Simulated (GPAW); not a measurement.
The O K edge of atom 3 in BaPbO3 (Pm-3m), with 2 Pb at 2.18 Å (linear, site symmetry 4/mmm), was computed in 2 ways: excited-electron core hole (neutral cell) and no core hole. Program and functional: GPAW, LDA, without spin-orbit coupling, Gaussian full width 0.9 eV up to 4 eV, rising linearly to 3.5 eV at 25 eV; cells of 5 and 10 atoms (the run without a hole in the smaller).

Each run is counted from its own lowest empty level or Fermi level and scaled to a mean of 1 over its first 20 eV.

```csv
E (eV),run 1,run 2
-2.0,0.00,0.00
-1.0,0.02,0.01
0.0,0.89,0.25
1.0,0.81,0.37
2.0,0.68,0.72
3.0,0.81,1.03
4.0,2.43,0.79
5.0,1.60,0.43
6.0,1.24,1.64
7.0,1.59,2.06
8.0,1.51,1.70
9.0,1.35,1.63
10.0,0.81,1.61
11.0,0.87,1.41
12.0,0.75,0.99
13.0,0.60,0.78
14.0,0.73,0.72
15.0,0.90,0.63
16.0,0.78,0.74
17.0,0.58,0.86
18.0,0.53,0.77
19.0,0.55,0.56
20.0,0.63,0.47
21.0,0.75,0.47
22.0,0.87,0.49
23.0,0.98,0.52
24.0,1.09,0.57
25.0,1.23,0.64
26.0,1.38,0.73
27.0,1.45,0.86
28.0,1.38,1.04
29.0,1.19,1.19
30.0,1.00,1.23
31.0,0.89,1.13
32.0,0.92,0.93
```

Question: Which run is which?

Run 1: excited-electron core hole (neutral cell) (area from −2 to 6 eV 7.9, main maxima 0.2 eV (1.00), 1.5 eV (0.90), 4.2 eV (2.47) and 7.3 eV (1.62)). Run 2: no core hole (area from −2 to 6 eV 4.5, main maxima 0.7 eV (0.43), 2.5 eV (1.45), 3.6 eV (1.15), 7.1 eV (2.07) and 9.3 eV (1.64)). With each curve scaled to its own mean, the area from −2 to 6 eV with the hole is 7.9 against 4.5, and the centre of weight from −1 to 20 eV moves by -1.1 eV: the hole pulls the absorber's empty states down.

[Banner, clock and machine lines of the logs are left out without a mark of their own.]

[Logs are printed without paths, hosts, clocks, repeated set-up lines and the standing remarks that a program may print on its own settings, such as how far it seeks lower states.]

[Hosts, paths, dates, database ids (printed as entryN), source tags and the programs' standing remarks are cut or masked in the printed files.]

[Lists of maxima count a maximum above −3 eV only where it reaches 4 % of the highest in the window and stands out from its surroundings by 2 % of it (1.5 % where it reaches 55 %); shoulders and weaker maxima are passed over, and of the rest the first, up to two pre-edge ones and the few strongest are named.]
